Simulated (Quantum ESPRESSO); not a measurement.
## MnS: spin spirals in supercells

Aim: the energy of flat spin spirals of MnS that close within a few cells.

Main program and level: Quantum ESPRESSO 7.5; LDA with U = 4 eV on Mn d (ortho-atomic projectors); plane waves with GBRV 1.5 LDA potentials, no spin-orbit coupling, flat spiral in a supercell.

The database entry behind the starting cell differs from later determinations by our own check (an axis about 0.2 % short against later determinations), so it need not match the best structure at ambient conditions.

## 1. The structure

The structure is cubic, space group Fm-3m (No. 225). Conventional cell: a = 5.209 Å, b = 5.209 Å, c = 5.209 Å, α = 90.00°, β = 90.00°, γ = 90.00°. Nearest to Mn lie 6 S at 2.60 Å. Nearest to S lie 6 Mn at 2.60 Å. Farther neighbours and most contacts between anions are not listed.

The cell comes from the Crystallography Open Database.

## 2. Parallel moments, one cell

Input file pw.in:

```
&CONTROL
  calculation = 'scf'
  prefix = 'pwscf'
  outdir = './tmp'
  pseudo_dir = './pseudo'
  disk_io = 'nowf'
/
&SYSTEM
  ibrav = 0
  celldm(1) = 8
  nat = 2
  ntyp = 2
  ecutwfc = 34
  ecutrho = 238
  nbnd = 34
  occupations = 'smearing'
  smearing = 'fd'
  degauss = 0.00734986
  noncolin = .true.
  starting_magnetization(1) = 0.3
  angle1(1) = 90
  angle2(1) = 0
  starting_magnetization(2) = 0
/
&ELECTRONS
  conv_thr = 2d-08
  electron_maxstep = 150
  mixing_beta = 0.3
/
ATOMIC_SPECIES
Mn     54.9380 mn_lda_v1.5.uspp.F.UPF
S      32.0600 s_lda_v1.4.uspp.F.UPF
CELL_PARAMETERS alat
   0.0000000000000    0.6152239614485    0.6152239614485
   0.6152239614485    0.0000000000000    0.6152239614485
   0.6152239614485    0.6152239614485    0.0000000000000
ATOMIC_POSITIONS crystal
Mn      0.0000000000    0.0000000000    0.0000000000
S       0.5000000000    0.5000000000    0.5000000000
K_POINTS automatic
4 12 4 0 0 0
HUBBARD {ortho-atomic}
U Mn-3d 4.0000
```

Run with:

```console
> OMP_NUM_THREADS=1 mpirun -n 4 pw.x -nk 4 -in pw.in > pw.out
```

The log of the run:

```text
Program PWSCF v.7.5 starts

     Message from routine setup:
     using ibrav=0 with symmetry is DISCOURAGED, use correct ibrav instead

     K-points division:     npool     =       4
     Subspace diagonalization in iterative solution of the eigenvalue problem:

     G-vector sticks info
     --------------------
     sticks:   dense  smooth     PW     G-vecs:    dense   smooth      PW
     Sum         805     451    151                14841     6375    1243

     Using Slab Decomposition

     bravais-lattice index     =            0
     lattice parameter (alat)  =       8.0000  a.u.
     unit-cell volume          =     238.4513 (a.u.)^3
     number of atoms/cell      =            2
     number of atomic types    =            2
     number of electrons       =        21.00
     number of Kohn-Sham states=           34
     kinetic-energy cutoff     =      34.0000  Ry
     charge density cutoff     =     238.0000  Ry
     scf convergence threshold =      2.0E-08
     mixing beta               =       0.3000
     number of iterations used =            8  plain     mixing
     Exchange-correlation=  SLA  PZ   NOGX NOGC
                           (   1   1   0   0   0   0   0)
     Noncollinear calculation without spin-orbit

     Hubbard projectors: ortho-atomic
     Hubbard parameters of DFT+U (Dudarev formulation) in eV:
     U(Mn-3d) =  4.0000

     Internal variables: lda_plus_u =T, lda_plus_u_kind = 0

     Internal variables: orbital_resolved =F, hub_pot_fix =F, apply_U = F

     celldm(1)=   8.000000  celldm(2)=   0.000000  celldm(3)=   0.000000
     celldm(4)=   0.000000  celldm(5)=   0.000000  celldm(6)=   0.000000

     crystal axes: (cart. coord. in units of alat)
               a(1) = (   0.000000   0.615224   0.615224 )
               a(2) = (   0.615224   0.000000   0.615224 )
               a(3) = (   0.615224   0.615224   0.000000 )

     reciprocal axes: (cart. coord. in units 2 pi/alat)
               b(1) = ( -0.812712  0.812712  0.812712 )
               b(2) = (  0.812712 -0.812712  0.812712 )
               b(3) = (  0.812712  0.812712 -0.812712 )

     PseudoPot. # 1 for Mn read from file:
     mn_lda_v1.5.uspp.F.UPF
     Pseudo is Ultrasoft + core correction, Zval = 15.0
     Generated by new atomic code, or converted to UPF format
     Using radial grid of  859 points,  6 beta functions with:
                l(1) =   0
                l(2) =   0
                l(3) =   1
                l(4) =   1
                l(5) =   2
                l(6) =   2
     Q(r) pseudized with  8 coefficients,  rinner =    0.950   0.950   0.950
                                                       0.950   0.950

     PseudoPot. # 2 for S  read from file:
     s_lda_v1.4.uspp.F.UPF
     Pseudo is Ultrasoft + core correction, Zval =  6.0
     Generated by new atomic code, or converted to UPF format
     Using radial grid of  907 points,  6 beta functions with:
                l(1) =   0
                l(2) =   0
                l(3) =   1
                l(4) =   1
                l(5) =   2
                l(6) =   2
     Q(r) pseudized with  8 coefficients,  rinner =    1.300   1.300   1.300
                                                       1.300   1.300

     atomic species   valence    mass     pseudopotential
     Mn               15.00    54.93800     Mn( 1.00)
     S                 6.00    32.06000     S ( 1.00)

     16 Sym. Ops., with inversion, found

   Cartesian axes

     site n.     atom                  positions (alat units)
         1        Mn     tau(   1) = (   0.0000000   0.0000000   0.0000000  )
         2        S      tau(   2) = (   0.6152240   0.6152240   0.6152240  )

     number of k points=    53  Fermi-Dirac smearing, width (Ry)=  0.0073
                       cart. coord. in units 2pi/alat
        k(    1) = (   0.0000000   0.0000000   0.0000000), wk =   0.0052083
        k(    2) = (   0.2031780   0.2031780  -0.2031780), wk =   0.0416667
        k(    3) = (  -0.4063561  -0.4063561   0.4063561), wk =   0.0208333
        k(    4) = (   0.0677260  -0.0677260   0.0677260), wk =   0.0104167
        k(    5) = (   0.2709041   0.1354520  -0.1354520), wk =   0.0104167
        [... 48 further k-points ...]

     Dense  grid:    14841 G-vectors     FFT dimensions: (  36,  36,  36)

     Smooth grid:     6375 G-vectors     FFT dimensions: (  25,  25,  25)

     Check: negative core charge=   -0.000023
     Generating pointlists ...
     new r_m :   0.2538 (alat units)  2.0302 (a.u.) for type    1
     new r_m :   0.2538 (alat units)  2.0302 (a.u.) for type    2

     Initial potential from superposition of free atoms

     starting charge      20.4999, renormalised to      21.0000

     STARTING HUBBARD OCCUPATIONS:

     ================= HUBBARD OCCUPATIONS ================
     ------------------------ ATOM    1 ------------------------
     Tr[ns(  1)] (up, down, total) =   2.50000  2.50000  5.00000
     [... lines left out ...]
     Atomic magnetic moment mx, my, mz =     5.000000    0.000000    0.000000

     Number of occupied Hubbard levels =    5.0000

 ==============================================================================
     atom number    1 relative position :    0.0000   0.0000   0.0000
     charge :    13.494502  (integrated on a sphere of radius 0.254)
     magnetization :          3.988408    0.000000    0.000000
     magnetization/charge:    0.295558    0.000000    0.000000
     polar coord.: r, theta, phi [deg] :     3.988408   90.000000    0.000000

 ==============================================================================

 ==============================================================================
     atom number    2 relative position :    0.6152   0.6152   0.6152
     charge :     4.493990  (integrated on a sphere of radius 0.254)
     magnetization :          0.065054    0.000000    0.000000
     magnetization/charge:    0.014476    0.000000    0.000000
     polar coord.: r, theta, phi [deg] :     0.065054   90.000000    0.000000

 ==============================================================================

     Atomic wfc used for Hubbard projectors are orthogonalized

     Starting wfcs are   34 randomized atomic wfcs

     Self-consistent Calculation

     iteration #  1     ecut=    34.00 Ry     beta= 0.30
     Davidson diagonalization with overlap
     ethr =  1.00E-02,  avg # of iterations =  4.6

     ================= HUBBARD OCCUPATIONS ================
     ------------------------ ATOM    1 ------------------------
     Tr[ns(  1)] (up, down, total) =   2.50586  2.50586  5.01172
     [... lines left out ...]
     Atomic magnetic moment mx, my, mz =     4.716509   -0.000000    0.000000

     Number of occupied Hubbard levels =    5.0117

     total energy              =    -235.15956506 Ry
     estimated scf accuracy    <       0.47616201 Ry

     total magnetization       =     4.99     0.00    -0.00 Bohr mag/cell
     absolute magnetization    =     4.99 Bohr mag/cell

     iteration #  2     ecut=    34.00 Ry     beta= 0.30
     Davidson diagonalization with overlap
     ethr =  2.27E-03,  avg # of iterations =  2.0

     total energy              =    -235.23826912 Ry
     estimated scf accuracy    <       0.02285051 Ry

     total magnetization       =     5.00     0.00     0.00 Bohr mag/cell
     absolute magnetization    =     5.00 Bohr mag/cell

     iteration #  3     ecut=    34.00 Ry     beta= 0.30
     Davidson diagonalization with overlap
     ethr =  1.09E-04,  avg # of iterations =  4.1

     total energy              =    -235.24404749 Ry
     estimated scf accuracy    <       0.00889103 Ry

     total magnetization       =     4.99    -0.00    -0.00 Bohr mag/cell
     absolute magnetization    =     4.99 Bohr mag/cell

     [... further iterations left out ...]

     iteration #  7     ecut=    34.00 Ry     beta= 0.30
     Davidson diagonalization with overlap
     ethr =  1.61E-07,  avg # of iterations =  2.0

     total energy              =    -235.24460451 Ry
     estimated scf accuracy    <       0.00000877 Ry

     total magnetization       =     5.00     0.00    -0.00 Bohr mag/cell
     absolute magnetization    =     5.00 Bohr mag/cell

     iteration #  8     ecut=    34.00 Ry     beta= 0.30
     Davidson diagonalization with overlap
     ethr =  4.18E-08,  avg # of iterations =  2.5

     total energy              =    -235.24460716 Ry
     estimated scf accuracy    <       0.00000022 Ry

     total magnetization       =     5.00     0.00    -0.00 Bohr mag/cell
     absolute magnetization    =     5.00 Bohr mag/cell

     iteration #  9     ecut=    34.00 Ry     beta= 0.30
     Davidson diagonalization with overlap
     ethr =  1.03E-09,  avg # of iterations =  3.9

     total energy              =    -235.24460719 Ry
     estimated scf accuracy    <       0.00000016 Ry

     total magnetization       =     5.00     0.00    -0.00 Bohr mag/cell
     absolute magnetization    =     5.00 Bohr mag/cell

     iteration # 10     ecut=    34.00 Ry     beta= 0.30
     Davidson diagonalization with overlap
     ethr =  7.50E-10,  avg # of iterations =  2.0

 ==============================================================================
     atom number    1 relative position :    0.0000   0.0000   0.0000
     charge :    13.161429  (integrated on a sphere of radius 0.254)
     magnetization :          4.466871    0.000000    0.000000
     magnetization/charge:    0.339391    0.000000    0.000000
     polar coord.: r, theta, phi [deg] :     4.466871   90.000000    0.000000

 ==============================================================================

 ==============================================================================
     atom number    2 relative position :    0.6152   0.6152   0.6152
     charge :     4.689704  (integrated on a sphere of radius 0.254)
     magnetization :          0.142079   -0.000000    0.000000
     magnetization/charge:    0.030296   -0.000000    0.000000
     polar coord.: r, theta, phi [deg] :     0.142079   90.000000   -0.000000

 ==============================================================================

     End of self-consistent calculation

     ================= HUBBARD OCCUPATIONS ================
     ------------------------ ATOM    1 ------------------------
     Tr[ns(  1)] (up, down, total) =   2.62812  2.62812  5.25623
     [... lines left out ...]
     Atomic magnetic moment mx, my, mz =     4.683490   -0.000000   -0.000000

     Number of occupied Hubbard levels =    5.2562
     [... lines left out ...]
     the Fermi energy is    10.2610 ev

!    total energy              =    -235.24460721 Ry
     estimated scf accuracy    <          4.3E-09 Ry
     smearing contrib. (-TS)   =      -0.00013117 Ry
     internal energy E=F+TS    =    -235.24447604 Ry

     The total energy is F=E-TS. E is the sum of the following terms:
     one-electron contribution =    -132.79621502 Ry
     hartree contribution      =      73.82821053 Ry
     xc contribution           =     -34.82600627 Ry
     ewald contribution        =    -141.49328214 Ry
     Hubbard energy            =       0.04281685 Ry

     total magnetization       =     5.00    -0.00     0.00 Bohr mag/cell
     absolute magnetization    =     5.00 Bohr mag/cell

     convergence has been achieved in  10 iterations

=------------------------------------------------------------------------------=
   JOB DONE.
=------------------------------------------------------------------------------=
```

Wall time 13 s (4 MPI ranks of Arm Neoverse V2, shared host); peak memory 0.36 GiB.

Spin moment in the atom's sphere by atom:

```
atom  x (μB)  y (μB)  z (μB)  size
 Mn1    4.47    0.00    0.00  4.47
  S2    0.14    0.00    0.00  0.14
```

Read from the output:

- smearing term TS: 0.001785 eV
- magnetization: 4.997, 0, 0 μB
- absolute magnetization: 4.997 μB
- final state: ferromagnetic

## 3. One turn in 2 cells along the input cell's b

Neighbouring cells are turned by 180° in the xy plane; the cell holds 4 atoms.

Input file pw.in:

```
&CONTROL
  calculation = 'scf'
  prefix = 'pwscf'
  outdir = './tmp'
  pseudo_dir = './pseudo'
  disk_io = 'nowf'
/
&SYSTEM
  ibrav = 0
  celldm(1) = 8
  nat = 4
  ntyp = 4
  ecutwfc = 34
  ecutrho = 238
  nbnd = 60
  occupations = 'smearing'
  smearing = 'fd'
  degauss = 0.00734986
  noncolin = .true.
  starting_magnetization(1) = 0.3
  angle1(1) = 90
  angle2(1) = 0
  starting_magnetization(2) = 0.3
  angle1(2) = 90
  angle2(2) = 180
  starting_magnetization(3) = 0
  starting_magnetization(4) = 0
/
&ELECTRONS
  conv_thr = 4d-08
  electron_maxstep = 150
  mixing_beta = 0.3
/
ATOMIC_SPECIES
Mn1    54.9380 mn_lda_v1.5.uspp.F.UPF
Mn2    54.9380 mn_lda_v1.5.uspp.F.UPF
S1     32.0600 s_lda_v1.4.uspp.F.UPF
S2     32.0600 s_lda_v1.4.uspp.F.UPF
CELL_PARAMETERS alat
   0.0000000000000    0.6152239614485    0.6152239614485
   1.2304479228970    0.0000000000000    1.2304479228970
   0.6152239614485    0.6152239614485    0.0000000000000
ATOMIC_POSITIONS crystal
Mn1     0.0000000000    0.0000000000    0.0000000000
Mn2     0.0000000000    0.5000000000    0.0000000000
S1      0.5000000000    0.2500000000    0.5000000000
S2      0.5000000000    0.7500000000    0.5000000000
K_POINTS automatic
4 6 4 0 0 0
HUBBARD {ortho-atomic}
U Mn1-3d 4.0000
U Mn2-3d 4.0000
```

The log of the run:

```text
     [... lines left out ...]
Program PWSCF v.7.5 starts
     [... lines left out ...]
     number of atoms/cell      =            4
     [... lines left out ...]
     number of electrons       =        42.00
     number of Kohn-Sham states=           60
     kinetic-energy cutoff     =      34.0000  Ry
     charge density cutoff     =     238.0000  Ry
     scf convergence threshold =      4.0E-08
     [... lines left out ...]
     Noncollinear calculation without spin-orbit
     [... lines left out ...]
      2 Sym. Ops. (no inversion) found
     [... lines left out ...]
     number of k points=    52  Fermi-Dirac smearing, width (Ry)=  0.0073
     [... lines left out ...]
     iteration # 13     ecut=    34.00 Ry     beta= 0.30
     [... lines left out ...]
     atom number    1 relative position :    0.0000   0.0000   0.0000
     [... lines left out ...]
     magnetization :          4.379452    0.000036   -0.000036
     [... lines left out ...]
     atom number    2 relative position :    0.6152   0.0000   0.6152
     [... lines left out ...]
     magnetization :         -4.379452   -0.000041    0.000041
     [... lines left out ...]
     atom number    3 relative position :    0.6152   0.6152   0.6152
     [... lines left out ...]
     magnetization :          0.000000   -0.000000    0.000000
     [... lines left out ...]
     atom number    4 relative position :    1.2304   0.6152   1.2304
     [... lines left out ...]
     magnetization :          0.000000   -0.000000    0.000000
     [... lines left out ...]
     Tr[ns(  1)] (up, down, total) =   2.64560  2.64564  5.29124
     [... lines left out ...]
     Tr[ns(  2)] (up, down, total) =   2.64564  2.64560  5.29124
     [... lines left out ...]
     the Fermi energy is    10.2445 ev
!    total energy              =    -470.49947617 Ry
     estimated scf accuracy    <          6.5E-09 Ry
     smearing contrib. (-TS)   =      -0.00000063 Ry
     [... lines left out ...]
     total magnetization       =     0.00    -0.00     0.00 Bohr mag/cell
     absolute magnetization    =     9.35 Bohr mag/cell
     convergence has been achieved in  13 iterations
```

Run time: 77 s. Hardware: 4 MPI ranks; peak memory 0.65 GiB; 5.1 min of CPU time.

Spin moment in the atom's sphere by atom:

```
atom  x (μB)  y (μB)  z (μB)  size
 Mn1    4.38    0.00    0.00  4.38
 Mn2   -4.38    0.00    0.00  4.38
  S3    0.00    0.00    0.00  0.00
  S4    0.00    0.00    0.00  0.00
```

This step gave:

```yaml
smearing_term_ts: 8.61e-6 eV
magnetization: 0, 0, 0 μB
absolute_magnetization: 9.351 μB
final_state: antiferromagnetic
```

[end of part 1 of 2]

[Logs and program files are shortened in this print: banners, set-up blocks, solver, clock and traceback lines can be left out without a mark of their own.]

[Logs are printed without paths, hosts, clocks, repeated set-up lines and the standing remarks that a program may print on its own settings, such as how far it seeks lower states.]

[Hosts, paths, dates, database ids (printed as entryN), source tags and the programs' standing remarks are cut or masked in the printed files.]

[Where a cell is said to come from a database of computed structures, the database is the Materials Project.]
